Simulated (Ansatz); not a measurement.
# Ni(100) film of 3 layers: electron–phonon coupling and resistivity, part 4 of 5

Each step names its level of theory.

So far, resistivity at 300 K (μΩ cm): step 5 (resistivity: q 2×2×1, k 6×6×1, scattering 12×12×1) 13.0. Also log mean phonon energy ħω_log, spin up (meV): step 5 16.6.

## Step 6: Resistivity: q 3×3×1, k 9×9×1, scattering 16×16×1

Level of this step: DFT PBE, scalar-relativistic, plane waves, PAW; PAW set soft_1 (Ansatz).

The next rung changes the q mesh, which sets the reach of the force constants and couplings; the k mesh of the density and its response; the scattering mesh, which samples the Fermi surface.

Contents of input.yaml:

```yaml
crystal:
  lattice:
    - [2.4198346145, 0.0, 0.0]
    - [0.0, 2.4198346145, 0.0]
    - [0.0, 0.0, 30.8399999296]
  atoms:
    - { symbol: Ni, position: [0.0, 0.0, 0.1780481476], spin: 0.84 }
    - { symbol: Ni, position: [0.5, 0.5, 0.2354085608], spin: 0.75 }
    - { symbol: Ni, position: [0.0, 0.0, 0.2927689741], spin: 0.84 }
  periodic: [true, true, false]
kpoints:
  mp_grid: { grid: [9, 9, 1] }
hamiltonian:
  xc: pbe
  pseudopotentials: { kind: paw, azcp: { folder: soft_1 } }
scf:
  occupations: { method: gaussian, width: 0.15 }
output:
  eigenvalues: true
  populations: true
magnetization:
  spin_polarized: true
phonons:
  method: dfpt
  qmesh: [3, 3, 1]
  temperatures: { t_max: 1000, t_step: 50 }
  qpath:
    path: [[0.0, 0.0, 0.0], [0.0, 0.5, 0.0], [0.5, 0.5, 0.0], [0.0, 0.0, 0.0]]
    npoints: 10
  electrical_resistivity:
    mesh: [16, 16, 1]
    temperatures: [20.0, 50.0, 77.0, 100.0, 150.0, 200.0, 300.0, 400.0, 600.0, 800.0]
```

On the command line:

```sh
$ ansatz run input.yaml --threads 8 --pin off --max-ram 20480MiB --backend cpu --events-out ev --progress --plain --runs-dir out
```

Numbers of over 12 decimals in the logs are rounded to 6 here.

Log:

```text
[...]
Crystal: 3 atoms, lattice volume = 180.587 Å³
Basis set: ecut = 420 eV, 3447 PW (Γ), exchange–correlation on 36×36×432 points (8 copies of the dense FFT grid, shifted against one another)
Bands: 34, of which v1, the nominal top of the filled ones, is band 27 counted from 1 (26 counted from 0)
Symmetry: 16 space group operations
[...]
k-points: 15 of 81
[...]
Starting moments: Σ|m| = 2.43 μB on 3 of 3 sites
[...]
SCF 1 converged in 13 iterations: F = -17517.493791 eV  dr2 = 4.01e-9
[...]
k-points: 15 of 81 (irreducible under 8 space group operations)
[...]
Stability of the state it starts from, as read at its close in the collinear treatment: not read negative (Ritz values of 1 − χ₀K, real part plus size of imaginary part, from 0.81 to 1.1, by its mixing steps under the symmetry group of the SCF that read it); its run was given moments
[...]
SCF iter   9: F=-17517.493791 eV  HF=-17517.493791 eV  |F-HF|=1.16e-10  |Δ(HF+E_count)|=  1.38e-10  Δρ=3.20e-8 (↑1.29e-8 ↓3.20e-8)  dr2=2.26e-12  dr2_m=2.86e-13  M=2.045 μB ∫|m|=2.323 μB  ethr=1.00e-12  ⟨swp⟩=11.9  Hψ=6787  notcnv=0
SCF 2 converged in 9 iterations: F = -17517.493791 eV  dr2 = 2.26e-12
[...]
SCF iter   9: F=-17517.493791 eV  HF=-17517.493791 eV  |F-HF|=1.75e-10  |Δ(HF+E_count)|=  1.38e-10  Δρ=3.20e-8 (↑1.29e-8 ↓3.20e-8)  dr2=2.25e-12  dr2_m=2.88e-13  M=2.045 μB ∫|m|=2.323 μB  ethr=1.00e-12  ⟨swp⟩=3.0  Hψ=3303  notcnv=0
SCF 3 converged in 9 iterations: F = -17517.493791 eV  dr2 = 2.25e-12
[...]
SCF converged after 9 iterations
Magnetization: 2.0450 μB (28.0225 up, 25.9775 down)
Absolute magnetization: 2.3259 μB (∫|ρ↑−ρ↓|, with the PAW one-centre terms)
[...]
Per-site moments (μB) at R_I (Å): [(0.751077, 0.998182), (0.662961, 0.998182), (0.751077, 0.998182)]
Free energy (F): -17517.493791 eV
[...]
Internal energy: -17517.434463 eV  (E = F + TS)
E sigma→0 (E₀):  -17517.464127 eV
Entropy (-TS):   -0.059328 eV (-19.776 meV/atom)
Fermi energy:    -4.991247 eV
[...]
--- Band table (eV; the first three rows and the last of 30) ---
  k-point 0 ↑: bands = [... 23 lower, -6.1421, -6.0278, -5.6681, -5.5982, -5.5472, -5.5472, -5.5106, -3.6992, ... 3 higher]
  k-point 1 ↑: bands = [... 23 lower, -6.3244, -5.9881, -5.9544, -5.8148, -5.5946, -5.5010, -4.9785, -2.9526, ... 3 higher]
  k-point 2 ↑: bands = [... 23 lower, -6.2594, -6.0613, -6.0535, -6.0233, -5.6728, -5.5201, -3.9646, -1.5010, ... 3 higher]
  k-point 14 ↓: bands = [... 23 lower, -4.9289, -4.6940, -4.3941, -4.3096, -1.5689, -0.2453, 1.3981, 2.9834, ... 3 higher]
  ° read free of the cell's end (the report's vacuum.weakly_bound_levels)
[...]
ASR residual: 4.848e-5 → 0.000e0 eV/Å²; symmetrization residual: 2.549e-7 eV/Å²
[...]
ASR residual per site (eV/Å²): 4.85e-5 4.42e-5 4.82e-5
  Γ frequencies (cm⁻¹): 0.00 0.00 0.00 109.91 109.91 167.03 192.18 192.18 258.87
--- Phonons (arbitrary-q DFPT): 3 irreducible q on the 3×3×1 mesh ---
[...]
q = [0.0000, 0.3333, 0.0000] (star 4, 9 solved perturbations on 45 of 81 k-point pairs; hermiticity 2.59e-8, symmetrization 3.24e-10, taken by the last average 8.30e-9): 66.08 85.15 113.62 133.14 155.10 177.98 217.50 265.22 280.86
[...]
interpolated dispersion: 31 rows × 9 modes
[...]
--- Electrical resistivity: potentials and phonons of a 3×3×1 supercell ---
[...]
at the Fermi level of each mesh (of a tensor half of its trace):
[...]
16×16×1     up              0.5104              2.3138    0.0749    0.0657          17.230
        16×16×1   down              3.6043              1.7657    0.2941    0.3236          18.645
          8×8×1     up              0.4963              2.1518    0.0651    0.0695          17.459
          8×8×1   down              4.0482              1.9225    0.3271    0.4389          18.349
          4×4×1     up              0.3454              1.3281    0.0538    0.0498          16.092
          4×4×1   down              2.1975              0.7594    0.1406    0.1382          18.128
  resistivity on the deck's mesh, µΩ·cm:
[...]
20.00     1.0822e-2              no     1.0822e-2     1.0822e-2      0.0000e0       2.0879e-2         3.0387e-2
     50.00     3.9905e-1              no     3.9905e-1     3.9905e-1      0.0000e0       5.5130e-1         5.8445e-1
     77.00      1.3235e0              no      1.3235e0      1.3235e0      0.0000e0        1.6222e0          1.7341e0
    100.00      2.3532e0              no      2.3532e0      2.3532e0      0.0000e0        2.7360e0          2.9543e0
    150.00      4.7797e0              no      4.7796e0      4.7797e0      0.0000e0        5.3372e0          5.7689e0
    200.00      7.1848e0              no      7.1848e0      7.1848e0      0.0000e0        8.0033e0          8.5447e0
    300.00      1.1896e1              no      1.1896e1      1.1896e1      0.0000e0        1.3388e1          1.3983e1
    400.00      1.6556e1              no      1.6556e1      1.6556e1      0.0000e0        1.8808e1          1.9364e1
    600.00      2.5993e1              no      2.5993e1      2.5993e1      0.0000e0        2.9776e1          3.0243e1
    800.00      3.5501e1              no      3.5501e1      3.5501e1      0.0000e0        4.0997e1          4.1194e1
  sheet resistance at 20 K: 0.03509 Ω
[...]
sheet resistance at 50 K: 1.294 Ω
[...]
sheet resistance at 77 K: 4.292 Ω
[...]
sheet resistance at 100 K: 7.630 Ω
[...]
sheet resistance at 150 K: 15.50 Ω
[...]
sheet resistance at 200 K: 23.30 Ω
[...]
sheet resistance at 300 K: 38.57 Ω
[...]
sheet resistance at 400 K: 53.68 Ω
[...]
sheet resistance at 600 K: 84.28 Ω
[...]
sheet resistance at 800 K: 115.1 Ω
[...]
vibrations of 9 cells: unjudged by the run; compare a larger repeat
[...]
--- Löwdin populations: 3 sites ---
  site symbol       q [e]    m [muB]
     0     Ni     17.8040     0.7482
     1     Ni     17.7620     0.6478
     2     Ni     17.8040     0.7482
  spilling = 0.011666 (of n_electrons = 54.000000)
```

Run time: 11 min. Hardware: 8 threads of Arm Neoverse N1, shared host; peak memory 2.6 GiB; 78 min of CPU time.

Numbers from this step:

```yaml
magnetization: 2.045 μB
absolute_magnetization: 2.326 μB
site_moments: 0.7511, 0.6630, 0.7511 μB
zero_point_energy: 0.1009 eV/cell
highest_frequency_solved_or_plainly_interpolated: 306.4 cm⁻¹
sheet_resistance_300k: 38.57 Ω/square, mean in the plane
resistivity_at_300_k: 11.9 μΩ cm, mean of the axes, of the whole cell with its vacuum
coupling_constant_lambda_spin_up: 0.07495
coupling_constant_lambda_spin_down: 0.2941
log_mean_phonon_energy_omega_log_spin_up: 17.23 meV
log_mean_phonon_energy_omega_log_spin_down: 18.65 meV
density_of_states_at_the_fermi_level_spin_up: 0.5104 states/eV a spin and cell
density_of_states_at_the_fermi_level_spin_down: 3.604 states/eV a spin and cell
transport_coupling_constant_lambda_tr_spin_up: 0.06574, 0.06574, 0 (xx, yy, zz)
transport_coupling_constant_lambda_tr_spin_down: 0.3236, 0.3236, 0 (xx, yy, zz)
drude_plasma_energy_spin_up: 2.314, 2.314, 0 eV (xx, yy, zz)
```

Solved on the 3×3×1 mesh alone; all other wavevectors are interpolated. Phonon branches along the path, in cm⁻¹:

```tsv
point	branch 1	branch 2	branch 3	branch 4	branch 5	branch 6	branch 7	branch 8	branch 9
Γ	0	0	0	110	110	167	192	192	259
halfway	53	87	94	132	169	171	190	254	257
X	75	80	133	138	146	167	242	279	306
halfway	146	168	169	175	179	199	258	258	297
M	171	176	188	216	216	236	236	296	296
halfway	114	138	165	169	181	181	239	242	249
Γ	0	0	0	110	110	167	192	192	259
```

The phonon branches as a text plot (rows in cm⁻¹):

```
    300 |            **********************
    287 |           *                 ***  *****
    274 |         ** **********     **          **
    262 |************          *****              **       ******
    249 |       **        ******* ****              *******
    236 |      *     *****            *******************
    223 |    **     *                 *      ***       ****
    211 |  **     **              ****************       *****
    198 |**                      ***            ****       ******
    185 | ***** **             ***  *******************
    172 |*     *********************************  *****         *
    160 | ******  **        ***** ****       *****  ************
    147 |    **     **************                **   ****
    134 |  **   ************** **                 *******
    121 | *    *    *         *                            ***
    109 |******   **                                ***  **   ***
     96 |      ***          **                         **
     83 |       ************                               ***
     70 |  **  *    ******                               **
     57 |       ****
     45 | *  ***                                           *****
     32 |  ****
     19 | ***                                                 **
      6 |**                                                     *
         Γ               X               M                      Γ
```

One curve a spin channel. Table of Eliashberg function α²F by phonon energy:

```tsv
phonon energy (meV)	α²F up	α²F tr up	α²F down	α²F tr down
2	5.5e-4	4.8e-5	0.00145	4.5e-4
4	0.00140	3.0e-4	0.00309	0.00229
6	0.00393	9.4e-4	0.00739	0.00743
8	0.00531	0.0018	0.0129	0.0149
10	0.0131	0.0126	0.0454	0.0452
12	0.0149	0.0106	0.0398	0.0466
14	0.0211	0.0115	0.0522	0.064
16	0.0278	0.0263	0.0892	0.102
18	0.0253	0.0277	0.134	0.137
20	0.0296	0.0250	0.206	0.210
22	0.0496	0.0409	0.250	0.310
24	0.0228	0.0236	0.118	0.134
26	0.0215	0.0261	0.115	0.112
28	0.0134	0.0150	0.0717	0.0621
30	0.0510	0.0416	0.149	0.147
32	0.0270	0.0243	0.0785	0.0981
34	0.0264	0.0300	0.0463	0.0653
36	0.0205	0.0288	0.0599	0.0833
```

Of the whole cell with its vacuum, so only the sheet resistance is a property of the layer; the means are those of the plane. Resistivity, by row:

```tsv
T (K)	ρ_xx (μΩ cm)	ρ_yy	ρ_zz	ρ by Ziman's lowest order, mean	ρ by relaxation times, mean	within 2 % of the coarser mesh
20	0.01082	0.01082	-	0.02088	0.03039	no
50	0.399	0.399	-	0.5513	0.5844	no
77	1.324	1.324	-	1.622	1.734	no
100	2.353	2.353	-	2.736	2.954	no
150	4.78	4.78	-	5.337	5.769	no
200	7.185	7.185	-	8.003	8.545	no
300	11.9	11.9	-	13.39	13.98	no
400	16.56	16.56	-	18.81	19.36	no
600	25.99	25.99	-	29.78	30.24	no
800	35.5	35.5	-	41	41.19	no
```

The cell's resistivity over its height. Sheet resistance, along x against temperature:

```tsv
temperature (K)	sheet resistance, along x (Ω/square)
20	0.0351
50	1.29
77	4.29
100	7.63
150	15.5
200	23.3
300	38.6
400	53.7
600	84.3
800	115
```

Some points of the scattering mesh along the symmetry lines, up to three branches each (those of largest λ), at most 39 rows; the frequencies are those of the scattering step, which can differ from the solved and plainly interpolated ones; single rows converge slowly. Mode couplings:

```tsv
q1	q2	q3	branch	ħω (meV)	λ_q	half width (meV)
0	0.3125	0	1	7.81	0.044	0.0173
0	0.3125	0	2	10.83	0.0365	0.0276
0	0.3125	0	5	19.65	0.0258	0.0645
0.125	0.5	0	3	17.85	0.0658	0.136
0.125	0.5	0	4	18.98	0.0378	0.0879
0.125	0.5	0	5	20.09	0.052	0.136
0.375	0.5	0	1	20.71	0.0656	0.182
0.375	0.5	0	3	22.54	0.071	0.233
0.375	0.5	0	6	27.23	0.0496	0.238
0.3125	0.3125	0	1	17.41	0.0368	0.072
0.3125	0.3125	0	2	18.34	0.0483	0.105
0.3125	0.3125	0	6	25.21	0.0388	0.159
```

Largest shares of lambda; single rows converge slowly. Strongest modes:

```tsv
q1	q2	q3	star	branch	ħω (meV)	λ_q	half width (meV)
0	0.0625	0	4	1	1.767	0.1522	0.00307
0.0625	0.375	0	8	1	10.43	0.07097	0.04989
0.375	0.4375	0	8	3	22.59	0.06865	0.2264
0.0625	0.3125	0	8	1	9.71	0.06719	0.04095
0	0.125	0	4	1	3.474	0.1337	0.01043
0	0.1875	0	4	1	5.072	0.1204	0.02002
0.125	0.25	0	8	2	13.22	0.05917	0.06686
0.3125	0.4375	0	8	1	19.41	0.05851	0.1425
```

300 K. Table of cumulative share of the conductivity, along x by mean free path:

mean free path (nm), cumulative share of the conductivity, along x and a bar:
```
      1.6      0.003 
      1.8      0.006 
      2.0      0.009 
      2.5      0.028 #
      2.8      0.037 #
      3.2      0.047 #
      3.5      0.061 ##
      4.0      0.074 ##
      4.5      0.085 ###
      5.6      0.099 ###
      6.3      0.105 ###
      7.1      0.108 ###
      7.9      0.109 ###
      8.9      0.109 ###
     10.0      0.110 ###
     12.6      0.110 ###
     14.1      0.111 ###
     15.8      0.111 ###
     17.8      0.112 ###
     19.9      0.112 ###
     22.4      0.113 ###
     28.2      0.118 ####
     31.6      0.133 ####
     35.5      0.173 #####
     39.8      0.255 ########
     44.7      0.422 #############
     50.1      0.605 ###################
     63.1      0.774 ########################
     70.8      0.818 #########################
     79.4      0.974 ##############################
```

Resistivity by mesh:

```tsv
mesh	T (K)	mean rho (μΩ cm)
16x16x1	20	0.01082
16x16x1	300	11.9
16x16x1	800	35.5
8x8x1	20	0.01299
8x8x1	300	14.09
8x8x1	800	41.34
4x4x1	20	0.04573
4x4x1	300	29.59
4x4x1	800	89.92
```

The modes, Ni has structure finer than the step of the table below, so its rows give means over 10 cm⁻¹, whole bins alone (the curve runs from -10 to 325 cm⁻¹). Peaks (cm⁻¹: height): 82.7: 0.0277, 133.3: 0.0740, 156.5: 0.0640, 169.1: 0.0957, 255.5: 0.0568, 293.4: 0.0349.

Phonopy on the run's constants, 21x21x1 mesh, Gaussian sigma 2.4 cm⁻¹. Modes, Ni against wavenumber; means over each step:

```tsv
wavenumber (cm⁻¹)	modes, Ni (1/cm⁻¹/cell)
0	6.5e-4
10	0.00152
20	0.00205
30	0.00368
40	0.00628
50	0.00771
60	0.00675
70	0.0118
80	0.0228
90	0.0183
100	0.0256
110	0.0237
120	0.0334
130	0.0494
140	0.0583
150	0.0446
160	0.0553
170	0.0808
180	0.0631
190	0.0391
200	0.0333
210	0.0359
220	0.0226
230	0.0225
240	0.0393
250	0.0469
260	0.0450
270	0.0286
280	0.0225
290	0.0266
300	0.0189
310	0.00282
320	0
```

No LO-TO term; unit eigenvectors of the mass-weighted matrix. Modes at Γ:

```tsv
mode	frequency (cm⁻¹)	symmetry
1	0.0	unnamed
2	0.0	unnamed
3	0.0	unnamed
4	109.9	Eg
5	109.9	Eg
6	167.0	A1g
7	192.2	Eu
8	192.2	Eu
9	258.9	A2u
```

Displacements in mode 4 (109.9 cm⁻¹), the largest set to 1:
```
Ni1 -1.00 -0.12  0.00
Ni2  0.00  0.00  0.00
Ni3  1.00  0.12  0.00
```

Displacements in mode 9 (258.9 cm⁻¹), the largest set to 1:
```
Ni1  0.00  0.00 -0.50
Ni2  0.00  0.00  1.00
Ni3  0.00  0.00 -0.50
```

Some states were left unconverged by the eigensolver. By its own test the run is not converged in the mesh. λ = 0.267 and 38.6 Ω per square at 300 K, against 0.298 and 42.2 in the run with q 2×2×1, k 6×6×1, scattering 12×12×1 (-10.5 % and -8.7 %). The run's own test puts 18 % between its two finest meshes on the component of the resistivity at 300 K that moves most, more than that change. By the run's own test λ of one spin channel moves by 13 % between its two finest scattering meshes.

## Step 7: Coupling and resistivity, another input

A variant of the input.

This step: DFT PBE, scalar-relativistic, plane waves, PAW (Ansatz 0.2.0).

input.yaml, the sections that differ from step 6:

```yaml
kpoints:
  mp_grid: { grid: [6, 6, 1] }
scf:
  occupations: { method: tetrahedron }
  max_iter: 90
phonons:
  method: dfpt
  qmesh: [2, 2, 1]
  temperatures: { t_max: 1000, t_step: 50 }
  qpath:
    path: [[0.0, 0.0, 0.0], [0.0, 0.5, 0.0], [0.5, 0.5, 0.0], [0.0, 0.0, 0.0]]
    npoints: 10
  electrical_resistivity:
    mesh: [12, 12, 1]
    temperatures: [20.0, 50.0, 77.0, 100.0, 150.0, 200.0, 300.0, 400.0, 600.0, 800.0]
  electron_occupations: "off"
# crystal, hamiltonian, output, magnetization: as in step 6
```

Log:

```text
Error: phonons.electrical_resistivity / phonons.superconductivity / phonons.carrier_mobility with scf.occupations.method: tetrahedron|tetrahedron_uncorrected without phonons.carrier_mobility — the states about a metal's Fermi level are weighed by a smearing's width, and tetrahedra have none; use a smeared scf.occupations method
```

Run time: 0.03 s. Hardware: 8 threads; peak memory 0.036 GiB.

The program refused the input before any cycle.

The program's message: “Error: phonons.electrical_resistivity / phonons.superconductivity / phonons.carrier_mobility with scf.occupations.method: tetrahedron|tetrahedron_uncorrected without phonons.carrier_mobility — the sta …”

The change that led to it: smear = ["te", 0].

(Continued in part 5 of 5.)

[Logs are printed without paths, hosts, clocks, repeated set-up lines and the standing remarks that a program may print on its own settings, such as how far it seeks lower states.]

[Hosts, paths, dates, database ids (printed as entryN), source tags and the programs' standing remarks are cut or masked in the printed files.]
